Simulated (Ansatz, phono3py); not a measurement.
# ZnO (zincite, P6_3mc): thermal conductivity with phono3py, part 2 of 5

Wanted: the sensitivity of κ of ZnO (zincite) to the choices of the transport step.

Experimental results on record:
- thermal conductivity 60 W/m/K near room temperature (given in “Combining the AFLOW GIBBS and Elastic Libraries to efficiently and robustly screen thermo-mechanical properties of solids”, 2017, arXiv:1611.05714)

Ansatz 0.2.0 and phono3py 4.10.0; DFT LDA, scalar-relativistic, plane waves, PAW; PAW set soft_1 (the session's first sound run).

So far, κ at 300 K (W/m/K): step 3 (relaxation-time solution) 44.6; step 5 (isotopes none) 50.3.

### Step 6. Another q-mesh, third order supercell 3×3×2, supercell 3×3×2

Level of this step: DFT LDA, scalar-relativistic, plane waves, PAW; PAW set soft_1; phono3py on Ansatz's force constants (phono3py).

The q-mesh of the transport sums changes, with the same scattering terms.

Contents of phono3py.yaml:

```yaml
phono3py:
  version: "4.10.0"
  frequency_unit_conversion_factor: 15.633302
  symmetry_tolerance: 1.00000e-05

physical_unit:
  atomic_mass: "AMU"
  length: "angstrom"

space_group:
  type: "P6_3mc"
  number: 186
  Hall_symbol: "P 6c -2c"

primitive_matrix:
- [  1.000000000000000,  0.000000000000000,  0.000000000000000 ]
- [  0.000000000000000,  1.000000000000000,  0.000000000000000 ]
- [  0.000000000000000,  0.000000000000000,  1.000000000000000 ]

supercell_matrix:
- [   3,   0,   0 ]
- [   0,   3,   0 ]
- [   0,   0,   2 ]

# [primitive_cell block left out]
unit_cell:
  lattice:
  - [     3.187454989807928,     0.000000000000000,     0.000000000000000 ] # a
  - [    -1.593727494903964,     2.760416994593134,     0.000000000000000 ] # b
  - [     0.000000000000000,     0.000000000000000,     5.152403076900000 ] # c
  points:
  - symbol: Zn # 1
    coordinates: [  0.333333333333333,  0.666666666666667,  0.500272443900000 ]
    mass: 65.380000
    reduced_to: 1
  - symbol: Zn # 2
    coordinates: [  0.666666666666667,  0.333333333333333,  0.000272443900000 ]
    mass: 65.380000
    reduced_to: 2
  - symbol: O # 3
    coordinates: [  0.666666666666667,  0.333333333333333,  0.378737556100000 ]
    mass: 15.999000
    reduced_to: 3
  - symbol: O # 4
    coordinates: [  0.333333333333333,  0.666666666666667,  0.878737556100000 ]
    mass: 15.999000
    reduced_to: 4

# [supercell block left out]
phonon_supercell_matrix:
- [   3,   0,   0 ]
- [   0,   3,   0 ]
- [   0,   0,   2 ]

# [phonon_primitive_cell block left out]
# [phonon_supercell block left out]
nac:
  born_effective_charge:
  - # 1 (Zn)
    - [  2.078468671985110,  0.000000000000000,  0.000000000000000 ]
    - [  0.000000000000000,  2.078468671985110,  0.000000000000000 ]
    - [  0.000000000000000,  0.000000000000000,  2.135284121264721 ]
  - # 2 (Zn)
    - [  2.078468671985111,  0.000000000000000,  0.000000000000000 ]
    - [  0.000000000000000,  2.078468671985110,  0.000000000000000 ]
    - [  0.000000000000000,  0.000000000000000,  2.135284121264721 ]
  - # 3 (O)
    - [ -2.078468671985111,  0.000000000000000,  0.000000000000000 ]
    - [  0.000000000000000, -2.078468671985111,  0.000000000000000 ]
    - [  0.000000000000000,  0.000000000000000, -2.135284121264721 ]
  - # 4 (O)
    - [ -2.078468671985111,  0.000000000000000,  0.000000000000000 ]
    - [  0.000000000000000, -2.078468671985110,  0.000000000000000 ]
    - [  0.000000000000000,  0.000000000000000, -2.135284121264721 ]
  dielectric_constant:
    - [  5.064467165531927,  0.000000000000000,  0.000000000000000 ]
    - [  0.000000000000000,  5.064467165531926,  0.000000000000000 ]
    - [  0.000000000000000,  0.000000000000000,  5.118696185417106 ]
  unit_conversion_factor: 14.399645
```

On the command line:

```
$ phono3py phono3py.yaml --mesh 5 5 3 --br --isotope --ts 100 300 600
```

Log:

```text
[banner, memory and clock lines left out]
Rust backend (phonors) using rayon (8 threads).
Running in phono3py.load mode.
Spglib version 2.8.0
----------------------------- General settings -----------------------------
Run mode: conductivity-RTA
HDF5 data compression filter: gzip
Crystal structure was read from "phono3py.yaml".
Supercell (dim): [3 3 2]
Phonon supercell (dim-fc2): [3 3 2]
Primitive matrix:
  [1. 0. 0.]
  [0. 1. 0.]
  [0. 0. 1.]
Spacegroup: P6_3mc (186)
Use -v option to watch primitive cell, unit cell, and supercell structures.
NAC parameters were read from "phono3py.yaml".
fc3 was read from "fc3.hdf5".
fc2 was read from "fc2.hdf5".
----------------------------- Force constants ------------------------------
Max drift of fc3: -0.00000300 (yyy) -0.00000300 (yyy) -0.00000300 (yyy)
Max drift of fc2: 0.00000900 (zy) 0.00000900 (zy)
--------------------------- Calculation settings ---------------------------
Non-analytical term correction (NAC): True
NAC unit conversion factor:  14.39964
BZ integration: Tetrahedron-method
Temperature:  100.0  300.0  600.0
Cutoff frequency: 0.01
Mesh sampling: [ 5 5 3 ]
Generating grid system ... [ 5 5 3 ]
fc3-r2q-transformation over three atoms: True
--------------------------- Phonon calculations ----------------------------
  PRB 50, 13035(R) (1994), PRB 55, 10355 (1997)
  G-cutoff distance: 1.16, Number of G-points: 313, Lambda: 0.27
Running harmonic phonon calculations...
-------------------- Lattice thermal conductivity (RTA) --------------------
Running heat capacity calculations...
Running velocity calculations...
Running isotope scattering calculations with tetrahedron method...
======================= Grid point 0 (1/10) =======================
q-point: ( 0.00  0.00  0.00)
Boundary mean free path (millimeter): 1000.000
Mass variance parameters: 5.98e-04 5.98e-04 3.36e-05 3.36e-05
Number of triplets: 10
Frequency     group velocity (x, y, z)     |gv|
  -0.005   (   0.000    0.000    0.000)    0.000
  -0.003   (   0.000    0.000    0.000)    0.000
   0.004   (   0.000    0.000   -0.000)    0.000
   2.699   (   0.000   -0.000    0.000)    0.000
   2.699   (   0.000   -0.000   -0.000)    0.000
   7.822   (  -0.000   -0.000    0.000)    0.000
  11.690   (   0.000    0.000    0.000)    0.000
  12.246   (   0.000   -0.000    0.000)    0.000
  12.246   (   0.000   -0.000    0.000)    0.000
  13.228   (   0.000    0.000   -0.000)    0.000
  13.228   (   0.000    0.000   -0.000)    0.000
  16.577   (   0.000    0.000   -0.000)    0.000
======================= Grid point 1 (2/10) =======================
q-point: ( 0.20  0.00  0.00)
Boundary mean free path (millimeter): 1000.000
Mass variance parameters: 5.98e-04 5.98e-04 3.36e-05 3.36e-05
Number of triplets: 18
Frequency     group velocity (x, y, z)     |gv|
   1.545   (  16.733    9.661    0.000)   19.322
   1.813   (  21.160   12.217    0.000)   24.433
   2.983   (   9.965    5.753    0.000)   11.507
   4.035   (  42.850   24.739    0.000)   49.479
[...]
[7 grid points left out]
======================= Grid point 38 (10/10) =======================
q-point: ( 0.40  0.20  0.33)
Boundary mean free path (millimeter): 1000.000
Mass variance parameters: 5.98e-04 5.98e-04 3.36e-05 3.36e-05
Number of triplets: 24
Frequency     group velocity (x, y, z)     |gv|
[...]
7.594   (   1.356   -2.349   10.554)   10.897
   7.807   (   3.102   -5.373    4.460)    7.641
  13.609   (  -1.078    1.867   -1.207)    2.471
  14.031   (   3.014   -5.220  -13.794)   15.053
  14.622   (  -9.213   15.957   10.232)   21.076
  15.229   (  -8.264   14.314   -6.455)   17.745
  16.364   (   4.675   -8.098    4.227)   10.262
  16.506   (   4.994   -8.649    0.593)   10.005
=================== End of collection of collisions ===================
----------- Thermal conductivity (W/m-k) with tetrahedron method -----------
#  T(K)        xx         yy         zz         yz         xz         xy
  100.0      80.166     80.166    113.103     -0.000      0.000      0.000
  300.0      29.859     29.859     39.633     -0.000      0.000      0.000
  600.0      15.605     15.605     19.913     -0.000      0.000      0.000

Thermal conductivity related properties were written into
"kappa-m553.hdf5".
Summary of calculation was written in "phono3py.yaml".
```

It took 1.1 s on 8 threads of Intel Xeon at 2.70GHz, shared host; peak memory 0.08 GiB; 1.5 s of CPU time.

Numbers from this step:

| Property | Result |
| --- | --- |
| κ at 300 K | 33.12 W/m/K |
| κ xx, yy, zz at 300 K | 29.86, 29.86, 39.63 W/m/K |

W/m/K. Kappa, by row:

```
T (K)     xx     yy     zz  yz  xz  xy
  100  80.17  80.17  113.1   0   0   0
  300  29.86  29.86  39.63   0   0   0
  600  15.61  15.61  19.91   0   0   0
```

This mesh is too coarse for the transport sums: κ at 300 K comes out at 33.1 against 44.6 W/(m K) in the base run.

### Step 7. Another q-mesh, third order supercell 3×3×2, supercell 3×3×2 (run 2)

The q-mesh of the transport sums changes, with the same scattering terms.

phono3py.yaml is that of step 6.

On the command line:

```
$ phono3py phono3py.yaml --mesh 7 7 5 --br --isotope --ts 100 300 600
```

Log:

```text
[banner, memory and clock lines left out]
Rust backend (phonors) using rayon (8 threads).
Running in phono3py.load mode.
Spglib version 2.8.0
----------------------------- General settings -----------------------------
Run mode: conductivity-RTA
HDF5 data compression filter: gzip
Crystal structure was read from "phono3py.yaml".
Supercell (dim): [3 3 2]
Phonon supercell (dim-fc2): [3 3 2]
Primitive matrix:
  [1. 0. 0.]
  [0. 1. 0.]
  [0. 0. 1.]
Spacegroup: P6_3mc (186)
Use -v option to watch primitive cell, unit cell, and supercell structures.
[...]
16.284   (  -2.987   -5.174    2.829)    6.611
  16.326   (  -3.857   -6.681    0.227)    7.718
=================== End of collection of collisions ===================
----------- Thermal conductivity (W/m-k) with tetrahedron method -----------
#  T(K)        xx         yy         zz         yz         xz         xy
  100.0      93.777     93.777    146.876      0.000      0.000     -0.000
  300.0      33.979     33.979     47.344      0.000      0.000     -0.000
  600.0      17.236     17.236     23.626      0.000      0.000     -0.000

Thermal conductivity related properties were written into
"kappa-m775.hdf5".
Summary of calculation was written in "phono3py.yaml".
```

Run time: 1.5 s. Hardware: 8 threads; peak memory 0.08 GiB; 5.3 s of CPU time.

κ at 300 K goes from 44.6 in the base run to 38.4 W/(m K).

### Step 8. Another q-mesh, third order supercell 3×3×2, supercell 3×3×2 (run 3)

The q-mesh of the transport sums changes, with the same scattering terms.

phono3py.yaml is that of step 7.

On the command line:

```
$ phono3py phono3py.yaml --mesh 11 11 7 --br --isotope --ts 100 300 600
```

Log:

```text
[banner, memory and clock lines left out]
Rust backend (phonors) using rayon (8 threads).
Running in phono3py.load mode.
Spglib version 2.8.0
----------------------------- General settings -----------------------------
Run mode: conductivity-RTA
HDF5 data compression filter: gzip
Crystal structure was read from "phono3py.yaml".
Supercell (dim): [3 3 2]
Phonon supercell (dim-fc2): [3 3 2]
Primitive matrix:
  [1. 0. 0.]
  [0. 1. 0.]
  [0. 0. 1.]
Spacegroup: P6_3mc (186)
Use -v option to watch primitive cell, unit cell, and supercell structures.
[...]
16.230   (   3.818   -6.613    2.707)    8.102
  16.268   (   4.844   -8.391   -0.102)    9.689
=================== End of collection of collisions ===================
----------- Thermal conductivity (W/m-k) with tetrahedron method -----------
#  T(K)        xx         yy         zz         yz         xz         xy
  100.0     117.307    117.307    154.173      0.000      0.000      0.000
  300.0      40.055     40.055     49.257      0.000      0.000      0.000
  600.0      19.984     19.984     24.290      0.000      0.000      0.000

Thermal conductivity related properties were written into
"kappa-m11117.hdf5".
Summary of calculation was written in "phono3py.yaml".
```

Elapsed: 5.7 s, on 8 threads; peak memory 0.08 GiB.

W/m/K. Kappa, by row:

```
T (K)     xx     yy     zz  yz  xz  xy
  100  117.3  117.3  154.2   0   0   0
  300  40.06  40.06  49.26   0   0   0
  600  19.98  19.98  24.29   0   0   0
```

κ at 300 K goes from 44.6 in the base run to 43.1 W/(m K).

### Step 9. Another q-mesh, third order supercell 3×3×2, supercell 3×3×2 (run 4)

The q-mesh of the transport sums changes, with the same scattering terms.

phono3py.yaml is that of step 8.

On the command line:

```
$ phono3py phono3py.yaml --mesh 15 15 9 --br --isotope --ts 100 300 600
```

Log:

```text
[banner, memory and clock lines left out]
Rust backend (phonors) using rayon (8 threads).
Running in phono3py.load mode.
Spglib version 2.8.0
----------------------------- General settings -----------------------------
Run mode: conductivity-RTA
HDF5 data compression filter: gzip
Crystal structure was read from "phono3py.yaml".
Supercell (dim): [3 3 2]
Phonon supercell (dim-fc2): [3 3 2]
Primitive matrix:
  [1. 0. 0.]
  [0. 1. 0.]
  [0. 0. 1.]
Spacegroup: P6_3mc (186)
Use -v option to watch primitive cell, unit cell, and supercell structures.
[...]
16.157   (  -0.165   -0.286    1.319)    1.360
  16.157   (   0.165    0.286    1.319)    1.360
=================== End of collection of collisions ===================
----------- Thermal conductivity (W/m-k) with tetrahedron method -----------
#  T(K)        xx         yy         zz         yz         xz         xy
  100.0     126.862    126.862    160.082     -0.000     -0.000     -0.000
  300.0      42.134     42.134     49.139     -0.000     -0.000     -0.000
  600.0      20.915     20.915     24.008     -0.000     -0.000     -0.000

Thermal conductivity related properties were written into
"kappa-m15159.hdf5".
Summary of calculation was written in "phono3py.yaml".
```

It took 21 s on 8 threads; peak memory 0.09 GiB.

κ at 300 K goes from 44.6 in the base run to 44.5 W/(m K).

### Step 10. Another q-mesh, third order supercell 3×3×2, supercell 3×3×2 (run 5)

The q-mesh of the transport sums changes, with the same scattering terms.

phono3py.yaml is that of step 9.

On the command line:

```
$ phono3py phono3py.yaml --mesh 21 21 11 --br --isotope --ts 100 300 600
```

Log:

```text
[banner, memory and clock lines left out]
Rust backend (phonors) using rayon (8 threads).
Running in phono3py.load mode.
Spglib version 2.8.0
----------------------------- General settings -----------------------------
Run mode: conductivity-RTA
HDF5 data compression filter: gzip
Crystal structure was read from "phono3py.yaml".
Supercell (dim): [3 3 2]
Phonon supercell (dim-fc2): [3 3 2]
Primitive matrix:
  [1. 0. 0.]
  [0. 1. 0.]
  [0. 0. 1.]
Spacegroup: P6_3mc (186)
Use -v option to watch primitive cell, unit cell, and supercell structures.
[...]
16.159   (  -0.136   -0.236    1.080)    1.114
  16.159   (   0.136    0.236    1.080)    1.114
=================== End of collection of collisions ===================
----------- Thermal conductivity (W/m-k) with tetrahedron method -----------
#  T(K)        xx         yy         zz         yz         xz         xy
  100.0     130.119    130.119    163.809     -0.000     -0.000     -0.000
  300.0      42.579     42.579     49.751     -0.000     -0.000     -0.000
  600.0      21.076     21.076     24.291     -0.000     -0.000     -0.000

Thermal conductivity related properties were written into
"kappa-m212111.hdf5".
Summary of calculation was written in "phono3py.yaml".
```

Elapsed: 1.9 min, on 8 threads; peak memory 0.11 GiB.

W/m/K. Kappa, by row:

```
T (K)     xx     yy     zz  yz  xz  xy
  100  130.1  130.1  163.8   0   0   0
  300  42.58  42.58  49.75   0   0   0
  600  21.08  21.08  24.29   0   0   0
```

κ at 300 K goes from 44.6 in the base run to 45.0 W/(m K).

### Step 11. Another q-mesh, third order supercell 3×3×2, supercell 3×3×2 (run 6)

The q-mesh of the transport sums changes, with the same scattering terms.

phono3py.yaml is that of step 10.

On the command line:

```
$ phono3py phono3py.yaml --mesh 25 25 15 --br --isotope --ts 100 300 600
```

Log:

```text
[banner, memory and clock lines left out]
Rust backend (phonors) using rayon (8 threads).
Running in phono3py.load mode.
Spglib version 2.8.0
----------------------------- General settings -----------------------------
Run mode: conductivity-RTA
HDF5 data compression filter: gzip
Crystal structure was read from "phono3py.yaml".
Supercell (dim): [3 3 2]
Phonon supercell (dim-fc2): [3 3 2]
Primitive matrix:
  [1. 0. 0.]
  [0. 1. 0.]
  [0. 0. 1.]
Spacegroup: P6_3mc (186)
Use -v option to watch primitive cell, unit cell, and supercell structures.
[...]
16.181   (  -2.072   -3.589    0.750)    4.212
  16.181   (  -2.260   -3.914    0.704)    4.574
=================== End of collection of collisions ===================
----------- Thermal conductivity (W/m-k) with tetrahedron method -----------
#  T(K)        xx         yy         zz         yz         xz         xy
  100.0     130.002    130.002    172.422     -0.000     -0.000     -0.000
  300.0      42.576     42.576     51.244     -0.000     -0.000      0.000
  600.0      21.084     21.084     24.915      0.000     -0.000      0.000

Thermal conductivity related properties were written into
"kappa-m252515.hdf5".
Summary of calculation was written in "phono3py.yaml".
```

The job ended after 8.2 min (8 threads; peak memory 0.15 GiB; 63 min of CPU time).

κ at 300 K goes from 44.6 in the base run to 45.5 W/(m K).

### Step 12. Mesh convergence

This step: DFT LDA, scalar-relativistic, plane waves, PAW; PAW set soft_1 (phono3py 4.10.0).

Series, by row:

```
  q mesh  kappa at 100 K (W/m/K)  kappa at 300 K (W/m/K)  kappa at 600 K (W/m/K)  seconds
   5x5x3                   91.15                   33.12                   17.04     1.08
   7x7x5                   111.5                   38.43                   19.37     1.51
 11x11x7                   129.6                   43.13                   21.42     5.67
 15x15x9                     138                   44.47                   21.95    21.19
21x21x11                   141.3                   44.97                   22.15    112.8
25x25x15                   144.1                   45.47                   22.36    491.2
```

(Part 2 of 5 ends here.)

[Logs are printed without paths, hosts, clocks, repeated set-up lines and the standing remarks that a program may print on its own settings, such as how far it seeks lower states.]

[Hosts, paths, dates, database ids (printed as entryN), source tags and the programs' standing remarks are cut or masked in the printed files.]

[A step with changed settings may run another functional than the one named; its input shows which.]
